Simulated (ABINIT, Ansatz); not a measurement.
# Lattice dynamics of RbCaH3 (Pm-3m) in two programs

How does RbCaH3 (Pm-3m) vibrate, and is this structure a minimum?

Program: ABINIT 10.8.3. Level of theory: DFT LDA, scalar-relativistic, plane waves, PseudoDojo norm-conserving pseudopotentials. Results are calculated unless marked as measured.

### 1. The starting structure

Symmetry: Pm-3m, No. 221, cubic system. The conventional cell has a = 4.397 Å, b = 4.397 Å, c = 4.397 Å, α = 90.00°, β = 90.00°, γ = 90.00°. Rb has 12 H at 3.11 Å nearest. Ca has 6 H at 2.20 Å nearest. Nearest to H lie 2 Ca at 2.20 Å and 8 H at 3.11 Å and 4 Rb at 3.11 Å. Farther neighbours are not listed.

### 2. Relaxing the cell and atoms

The harmonic expansion needs vanishing forces, and a free crystal bears no stress, so cell and atoms are brought to rest. Stress is more sensitive to the basis than forces are: the last 3 Ha under the cutoff are smoothed with ecutsm, and the cutoff is raised above that of the later runs.

The starting cell comes from a relaxation made beforehand in Ansatz (LDA, PseudoDojo NC).

The input, relax.abi:

```
# relaxation
ionmov 2
optcell 2
dilatmx 1.08
ntime 40
tolmxf 1.0d-05
tolvrs 1.0d-14
prtwf 0
prtden 0
chksymtnons 0

# basis, mesh and filling
ecut 39.0
ecutsm 3.0
ngkpt 6 6 6
nshiftk 1
shiftk 0.0 0.0 0.0
istwfk *1
occopt 1
nband 11
nstep 100
diemac 9.0
prtebands 0
prtgsr 0
useylm 1

# cell and atoms
acell 3*1.0 Angstrom
rprim 
    4.397243389 0.0 0.0
    0.0 4.397243389 0.0
    0.0 0.0 4.397243389
ntypat 3
znucl 37 20 1
natom 5
typat 1 2 3 3 3
xred 
    0.0 0.0 0.0
    0.5 0.5 0.5
    0.0 0.5 0.5
    0.5 0.0 0.5
    0.5 0.5 0.0
pp_dirpath "./pseudo"
pseudos "Rb.upf, Ca.upf, H.upf"
```

The run is started by

```console
OMP_NUM_THREADS=1 mpirun -n 4 abinit relax.abi > relax.log
```

Numbers of over 12 decimals in the logs are rounded to 6 here.

relax.abo, the main output file:

```text
[banners, grids, parts of the stress and lines that vanish by symmetry left out]
- input  file    -> relax.abi
- output file    -> relax.abo
- root for input  files -> relaxi
[...]
Symmetries : space group Pm -3 m (#221); Bravais cP (primitive cubic)
[...]
mpw =        8480          nfft =      157464          nkpt =          20
[...]
== DATASET  1 ==================================================================
[...]
cutoff_energies: {ecut:  39.0, pawecutdg:  -1.0, }
[...]
ETOT  1  -67.497367164427    -6.750E+01 1.205E-01 4.670E+02
 ETOT  2  -67.581205406978    -8.384E-02 3.419E-04 3.668E+01
 ETOT  3  -67.582598109738    -1.393E-03 9.177E-05 3.941E+00
 ETOT  4  -67.582744103030    -1.460E-04 5.628E-06 3.577E-02
 ETOT  5  -67.582749436713    -5.334E-06 9.337E-07 5.841E-03
[...]
At SCF step   15       vres2   =  3.72E-15 < tolvrs=  1.00E-14 =>converged.
[...]
sigma(1 1)=  1.58975253E-07  sigma(3 2)=  0.00000000E+00
  sigma(2 2)=  1.58975253E-07  sigma(3 1)=  0.00000000E+00
  sigma(3 3)=  1.58975253E-07  sigma(2 1)=  0.00000000E+00
[...]
convergence: {deltae: -2.132E-13, res2:  3.715E-15, residm:  1.180E-16, diffor: null, }
etotal    :  -6.75827504E+01
[...]
ETOT  1  -67.582750412057    -6.758E+01 2.717E-11 1.665E-05
[...]
At SCF step    8       vres2   =  4.16E-15 < tolvrs=  1.00E-14 =>converged.
[...]
sigma(1 1)=  1.44882197E-07  sigma(3 2)=  0.00000000E+00
  sigma(2 2)=  1.44882197E-07  sigma(3 1)=  0.00000000E+00
  sigma(3 3)=  1.44882197E-07  sigma(2 1)=  0.00000000E+00
[...]
convergence: {deltae:  4.377E-12, res2:  4.160E-15, residm:  3.741E-18, diffor: null, }
etotal    :  -6.75827504E+01
[...]
ETOT  1  -67.582750297834    -6.758E+01 1.249E-08 1.760E-03
[...]
ETOT  9  -67.582750419113    -3.055E-12 2.716E-17 9.819E-14
 ETOT 10  -67.582750419114    -1.052E-12 4.572E-18 1.749E-15
 At SCF step   10       vres2   =  1.75E-15 < tolvrs=  1.00E-14 =>converged.
[...]
sigma(1 1)= -2.93585854E-11  sigma(3 2)=  0.00000000E+00
  sigma(2 2)= -2.93585833E-11  sigma(3 1)=  0.00000000E+00
  sigma(3 3)= -2.93585850E-11  sigma(2 1)=  0.00000000E+00
[...]
convergence: {deltae: -1.052E-12, res2:  1.749E-15, residm:  4.572E-18, diffor: null, }
etotal    :  -6.75827504E+01
[...]
At Broyd/MD step   3, gradients are converged :
[...]
sigma(1 1)= -2.93585854E-11  sigma(3 2)=  0.00000000E+00
  sigma(2 2)= -2.93585833E-11  sigma(3 1)=  0.00000000E+00
  sigma(3 3)= -2.93585850E-11  sigma(2 1)=  0.00000000E+00
[...]
- sigma(1 1)= -8.63759405E-07  sigma(3 2)=  0.00000000E+00
- sigma(2 2)= -8.63759341E-07  sigma(3 1)=  0.00000000E+00
- sigma(3 3)= -8.63759392E-07  sigma(2 1)=  0.00000000E+00
[...]
fcart     -0.0000000000E+00 -0.0000000000E+00 -0.0000000000E+00
           strten     -2.9358585441E-11 -2.9358583273E-11 -2.9358585008E-11
================================================================================

[key lines of the parts left out:]
pressure_GPa:   8.6376E-07
Total energy (etotal) [Ha]= -6.75827504191136E+01
```

It took 44 s on 4 MPI ranks of Arm Neoverse V2, shared host; 2.9 min of CPU time.

Little changed from the start: no atom moved by 0.005 Å and no cell edge by 0.1 %.

This step gave:

```
volume per atom : 17.00 Å³
pressure        : 8.64e-7 GPa
```

### 3. Ground state

The response is built on these wavefunctions, so the potential is converged far more tightly than an energy would need. The mesh is shifted off Γ, since shifted meshes converge sums over the zone faster.

The input, gs.abi:

```
# ground state
tolvrs 1.0d-16
prtden 1
prtwf 1
prtpot 1

# basis, mesh and filling
ecut 31.0
ngkpt 6 6 6
nshiftk 1
shiftk 0.5 0.5 0.5
istwfk *1
occopt 1
nband 11
nstep 100
diemac 9.0
prtebands 0
prtgsr 0
useylm 1

# cell and atoms
acell 3*1.0 Angstrom
rprim 
    4.397006859 0.0 0.0
    0.0 4.397006859 0.0
    0.0 0.0 4.397006859
ntypat 3
znucl 37 20 1
natom 5
typat 1 2 3 3 3
xred 
    0.0 0.0 0.0
    0.5 0.5 0.5
    0.0 0.5 0.5
    0.5 0.0 0.5
    0.5 0.5 0.0
pp_dirpath "./pseudo"
pseudos "Rb.upf, Ca.upf, H.upf"
```

The run is started by

```console
OMP_NUM_THREADS=1 mpirun -n 4 abinit gs.abi > gs.log
```

gs.abo, the main output file:

```text
[banners, grids, parts of the stress and lines that vanish by symmetry left out]
- input  file    -> gs.abi
- output file    -> gs.abo
- root for input  files -> gsi
[...]
Symmetries : space group Pm -3 m (#221); Bravais cP (primitive cubic)
[...]
mpw =        4749          nfft =       91125          nkpt =          10
[...]
== DATASET  1 ==================================================================
[...]
cutoff_energies: {ecut:  31.0, pawecutdg:  -1.0, }
[...]
ETOT  1  -67.498358753694    -6.750E+01 1.295E-01 2.553E+02
 ETOT  2  -67.580849480284    -8.249E-02 7.669E-04 2.437E+01
 ETOT  3  -67.582362923521    -1.513E-03 9.414E-05 2.352E+00
 ETOT  4  -67.582515907410    -1.530E-04 8.995E-06 3.044E-02
 ETOT  5  -67.582522662073    -6.755E-06 1.021E-06 3.624E-03
[...]
ETOT 16  -67.582523701979     2.359E-12 7.055E-18 1.230E-15
 ETOT 17  -67.582523701979    -6.111E-13 8.853E-19 5.003E-17
 At SCF step   17       vres2   =  5.00E-17 < tolvrs=  1.00E-16 =>converged.
[...]
sigma(1 1)=  3.44688356E-06  sigma(3 2)=  0.00000000E+00
  sigma(2 2)=  3.44688356E-06  sigma(3 1)=  0.00000000E+00
  sigma(3 3)=  3.44688356E-06  sigma(2 1)=  0.00000000E+00
[...]
convergence: {deltae: -6.111E-13, res2:  5.003E-17, residm:  8.853E-19, diffor: null, }
etotal    :  -6.75825237E+01
[...]
sigma(1 1)=  3.44688356E-06  sigma(3 2)=  0.00000000E+00
  sigma(2 2)=  3.44688356E-06  sigma(3 1)=  0.00000000E+00
  sigma(3 3)=  3.44688356E-06  sigma(2 1)=  0.00000000E+00
[...]
- sigma(1 1)=  1.01410816E-01  sigma(3 2)=  0.00000000E+00
- sigma(2 2)=  1.01410816E-01  sigma(3 1)=  0.00000000E+00
- sigma(3 3)=  1.01410816E-01  sigma(2 1)=  0.00000000E+00
[...]
fcart     -0.0000000000E+00 -0.0000000000E+00 -0.0000000000E+00
           strten      3.4468835614E-06  3.4468835614E-06  3.4468835614E-06
================================================================================

[key lines of the parts left out:]
pressure_GPa:  -1.0141E-01
```

It took 9.8 s on 4 MPI ranks; 39 s of CPU time.

This step gave:

```
pressure : -0.1014 GPa
```

The cell stands at -0.10 GPa: the relaxation ran with a smoothed and higher cutoff and on another k mesh.

### 4. The gap at rest

Empty bands on the ground state's density check that the gap assumed so far is there in this cell.

The input, gap.abi:

```
# empty bands on the ground state's density
iscf -2
getden_filepath "gso_DEN"
tolwfr 1.0d-12
nbdbuf 2
prtwf 0

# basis, mesh and filling
ecut 31.0
ngkpt 6 6 6
nshiftk 1
shiftk 0.0 0.0 0.0
istwfk *1
occopt 1
nband 15
nstep 100
diemac 9.0
prtebands 0
prtgsr 0
useylm 1

# cell and atoms
acell 3*1.0 Angstrom
rprim 
    4.397006859 0.0 0.0
    0.0 4.397006859 0.0
    0.0 0.0 4.397006859
ntypat 3
znucl 37 20 1
natom 5
typat 1 2 3 3 3
xred 
    0.0 0.0 0.0
    0.5 0.5 0.5
    0.0 0.5 0.5
    0.5 0.0 0.5
    0.5 0.5 0.0
pp_dirpath "./pseudo"
pseudos "Rb.upf, Ca.upf, H.upf"
```

The run is started by

```console
OMP_NUM_THREADS=1 mpirun -n 4 abinit gap.abi > gap.log
```

gap.abo, the main output file:

```text
[banners, grids, parts of the stress and lines that vanish by symmetry left out]
- input  file    -> gap.abi
- output file    -> gap.abo
- root for input  files -> gapi
[...]
Symmetries : space group Pm -3 m (#221); Bravais cP (primitive cubic)
[...]
mpw =        4757          nfft =       91125          nkpt =          20
[...]
== DATASET  1 ==================================================================
[...]
cutoff_energies: {ecut:  31.0, pawecutdg:  -1.0, }
[...]
-outvars: echo values of variables after computation
            acell      1.8897261259E+00  1.8897261259E+00  1.8897261259E+00 Bohr
================================================================================
```

Wall time 16 s (4 MPI ranks).

Numbers from this step:

- gap on the k-mesh: 2.829 eV

In this cell the gap on the mesh is 2.8 eV, direct, so fixed occupations hold.

### 5. Linear response at Γ

The derivative of the wavefunctions by k comes first, since the response to a field is built on it; then the field and the displacements that symmetry doesn't supply are solved at q = 0.

It reads the wavefunctions written in step 3.

The input, dfpt_gamma.abi:

```
ndtset 2

# common to the responses
getwfk_filepath "gso_WFK"
kptopt 2
nqpt 1
qpt 0.0 0.0 0.0
asr 0
chneut 0

# d/dk
rfelfd1 2
rfdir1 1 1 1
iscf1 -3
tolwfr1 1.0d-20

# displacements, field
rfphon2 1
rfatpol2 1 5
rfdir2 1 1 1
rfelfd2 3
getddk2 1
tolvrs2 1.0d-10
prtwf2 0
prtpot2 1

# basis, mesh and filling
ecut 31.0
ngkpt 6 6 6
nshiftk 1
shiftk 0.5 0.5 0.5
istwfk *1
occopt 1
nband 11
nstep 100
diemac 9.0
prtebands 0
prtgsr 0
useylm 1

# cell and atoms
acell 3*1.0 Angstrom
rprim 
    4.397006859 0.0 0.0
    0.0 4.397006859 0.0
    0.0 0.0 4.397006859
ntypat 3
znucl 37 20 1
natom 5
typat 1 2 3 3 3
xred 
    0.0 0.0 0.0
    0.5 0.5 0.5
    0.0 0.5 0.5
    0.5 0.0 0.5
    0.5 0.5 0.0
pp_dirpath "./pseudo"
pseudos "Rb.upf, Ca.upf, H.upf"
```

The run is started by

```console
OMP_NUM_THREADS=1 mpirun -n 4 abinit dfpt_gamma.abi > dfpt_gamma.log
```

dfpt_gamma.abo, the main output file:

```text
[banners, grids, parts of the stress and lines that vanish by symmetry left out]
- input  file    -> dfpt_gamma.abi
- output file    -> dfpt_gamma.abo
- root for input  files -> dfpt_gammai
[...]
DATASET    1 : space group Pm -3 m (#221); Bravais cP (primitive cubic)
[...]
nfft =       91125          nkpt =         108
[...]
DATASET    2 : space group Pm -3 m (#221); Bravais cP (primitive cubic)
[...]
nfft =       91125          nkpt =         108
[...]
== DATASET  1 ==================================================================
[...]
cutoff_energies: {ecut:  31.0, pawecutdg:  -1.0, }
[...]
-  1.00000   1.00000  180309                  znucl, zion, pspdat
[...]
Perturbation : derivative vs k along direction   1
[...]
-ETOT  1  -11.896216713585     -1.190E+01 1.205E-01 0.000E+00
 ETOT  2  -11.985852714135     -8.964E-02 1.609E-02 0.000E+00
 ETOT  3  -11.989774413661     -3.922E-03 7.318E-04 0.000E+00
 ETOT  4  -11.990025764488     -2.514E-04 6.799E-05 0.000E+00
 ETOT  5  -11.990043912822     -1.815E-05 5.792E-06 0.000E+00
[...]
At SCF step   20   max residual=  1.00E-20 < tolwfr=  1.00E-20 =>converged.
[...]
Perturbation : derivative vs k along direction   2
[...]
-ETOT  1  -11.895193833709     -1.190E+01 1.205E-01 0.000E+00
[...]
At SCF step   20   max residual=  1.00E-20 < tolwfr=  1.00E-20 =>converged.
[...]
Perturbation : derivative vs k along direction   3
[...]
-ETOT  1  -11.896216674498     -1.190E+01 1.205E-01 0.000E+00
[...]
At SCF step   20   max residual=  1.00E-20 < tolwfr=  1.00E-20 =>converged.
[...]
1        1       0.8977693708    0.0000000000
     1        2       0.0000000000    0.0000000000
     1        3       0.0000000000    0.0000000000
     2        1       0.0000000000    0.0000000000
     2        2       0.8977693708    0.0000000000
     2        3       0.0000000000    0.0000000000
     3        1       0.0000000000    0.0000000000
     3        2       0.0000000000    0.0000000000
     3        3       0.8977693708   -0.0000000000
[...]
== DATASET  2 ==================================================================
[...]
cutoff_energies: {ecut:  31.0, pawecutdg:  -1.0, }
[...]
Perturbation : displacement of atom   1   along direction   1
[...]
-ETOT  1   1.455603     -1.326E+03 5.248E+00 1.004E+02
[...]
At SCF step   12       vres2   =  3.19E-11 < tolvrs=  1.00E-10 =>converged.
[...]
Perturbation : displacement of atom   2   along direction   1
[...]
-ETOT  1   9.188803     -3.118E+03 1.312E+01 4.576E+02
[...]
At SCF step   14       vres2   =  1.43E-11 < tolvrs=  1.00E-10 =>converged.
[...]
Perturbation : displacement of atom   3   along direction   1
[...]
-ETOT  1   4.612838     -7.009E+01 2.343E-01 2.553E+03
[...]
At SCF step   11       vres2   =  2.45E-11 < tolvrs=  1.00E-10 =>converged.
[...]
Perturbation : displacement of atom   3   along direction   2
[...]
-ETOT  1  0.956932     -6.897E+01 3.957E-01 1.963E+03
[...]
At SCF step   11       vres2   =  5.52E-11 < tolvrs=  1.00E-10 =>converged.
[...]
Perturbation : homogeneous electric field along direction   1
[...]
-ETOT  1  -59.659066269516     -5.966E+01 2.578E+00 5.735E+03
[...]
ETOT 12  -64.054364508787     -1.405E-10 8.235E-11 5.758E-10
 ETOT 13  -64.054364508803     -1.580E-11 1.048E-11 3.408E-11
 At SCF step   13       vres2   =  3.41E-11 < tolvrs=  1.00E-10 =>converged.
[...]
Dielectric tensor, in cartesian coordinates,
[...]
1    7   1    7         3.4538208060        -0.0000000000
   1    7   2    7        -0.0000000000        -0.0000000000
   1    7   3    7        -0.0000000000        -0.0000000000
   2    7   1    7        -0.0000000000        -0.0000000000
   2    7   2    7         3.4538208060        -0.0000000000
   2    7   3    7        -0.0000000000        -0.0000000000
   3    7   1    7        -0.0000000000        -0.0000000000
   3    7   2    7        -0.0000000000        -0.0000000000
   3    7   3    7         3.4538208060        -0.0000000000
  Effective charges, in cartesian coordinates,
[...]
1    1   1    7         1.0883491870         0.0000000000
   2    1   1    7         0.0000000000         0.0000000000
   3    1   1    7         0.0000000000         0.0000000000
   1    2   1    7         1.7379159899         0.0000000000
   2    2   1    7         0.0000000000         0.0000000000
[...]
Effective charges, in cartesian coordinates,
[...]
2    7   1    5         0.0000000000         0.0000000000
   3    7   1    5         0.0000000000         0.0000000000
   1    7   2    5         0.0000000000         0.0000000000
   2    7   2    5        -0.8784104193         0.0000000000
   3    7   2    5         0.0000000000         0.0000000000
   1    7   3    5         0.0000000000         0.0000000000
   2    7   3    5         0.0000000000         0.0000000000
   3    7   3    5        -1.0690667430         0.0000000000
  Phonon wavevector (reduced coordinates) :  0.00000  0.00000  0.00000
 Phonon energies in Hartree :
[...]
Phonon frequencies in cm-1    :
- -4.920612E-01 -4.920610E-01 -4.920603E-01  1.083584E+02  1.083584E+02
-  1.083584E+02  3.496674E+02  3.496674E+02  3.496674E+02  4.059692E+02
-  4.059692E+02  4.059692E+02  1.206614E+03  1.206614E+03  1.206614E+03
  Phonon at Gamma, with non-analyticity in the
[...]
Phonon energies in Hartree :
[...]
Phonon frequencies in cm-1    :
- -4.920612E-01 -4.920610E-01 -4.920228E-01  1.083584E+02  1.083584E+02
-  1.186804E+02  3.496674E+02  3.496674E+02  3.496674E+02  4.059692E+02
-  4.059692E+02  6.419552E+02  1.206614E+03  1.206614E+03  1.291454E+03
  Phonon at Gamma, with non-analyticity in the
[...]
Phonon energies in Hartree :
[...]
Phonon frequencies in cm-1    :
- -4.920612E-01 -4.920603E-01 -4.920234E-01  1.083584E+02  1.083584E+02
-  1.186804E+02  3.496674E+02  3.496674E+02  3.496674E+02  4.059692E+02
-  4.059692E+02  6.419552E+02  1.206614E+03  1.206614E+03  1.291454E+03
  Phonon at Gamma, with non-analyticity in the
[...]
Phonon energies in Hartree :
[...]
Phonon frequencies in cm-1    :
- -4.920610E-01 -4.920603E-01 -4.920237E-01  1.083584E+02  1.083584E+02
-  1.186804E+02  3.496674E+02  3.496674E+02  3.496674E+02  4.059692E+02
-  4.059692E+02  6.419552E+02  1.206614E+03  1.206614E+03  1.291454E+03
[...]
fcart2     0.0000000000E+00  0.0000000000E+00  0.0000000000E+00
           strten2     0.0000000000E+00  0.0000000000E+00  0.0000000000E+00
================================================================================
```

Run time: 4.8 min. Hardware: 4 MPI ranks; 19 min of CPU time.

This step gave:

| Quantity | Value |
| --- | --- |
| miss of the charge sum rule | 3.77e-4 e |
| largest acoustic frequency at the zone centre before the sum rule | -0.49 cm⁻¹ |
| highest optical zone-centre mode (no LO-TO term) | 1207 cm⁻¹ |
| lowest optical zone-centre mode | 108.4 cm⁻¹ |
| mean high-frequency dielectric constant | 3.454 |
| largest Born charge in size (third of the trace) | 1.738 e |

Born charge (rows field, columns displacement), before the sum rule (e), principal values of the symmetric part by kind of site:

```
atom  atoms with these values    low  middle   high   mean
 Rb1                        1   1.09    1.09   1.09   1.09
 Ca2                        1   1.74    1.74   1.74   1.74
  H3                        3  -1.07   -0.88  -0.88  -0.94
```

In full for Ca2:

```
1.74 0.00 0.00
0.00 1.74 0.00
0.00 0.00 1.74
```

High-frequency dielectric tensor:

```
3.45 0.00 0.00
0.00 3.45 0.00
0.00 0.00 3.45
```

The acoustic modes at Γ come out as far as 0.5 cm⁻¹ from zero, where they should vanish, a small numerical error; the Born charges miss their sum rule by 3.8e-4 e, which is good.

(Part 1 of 4 ends here.)

[Host names and launcher messages were left out of these logs when they were recorded.]

[Logs are printed without paths, hosts, clocks, repeated set-up lines and the standing remarks that a program may print on its own settings, such as how far it seeks lower states.]

[Hosts, paths, dates, database ids (printed as entryN), source tags and the programs' standing remarks are cut or masked in the printed files.]
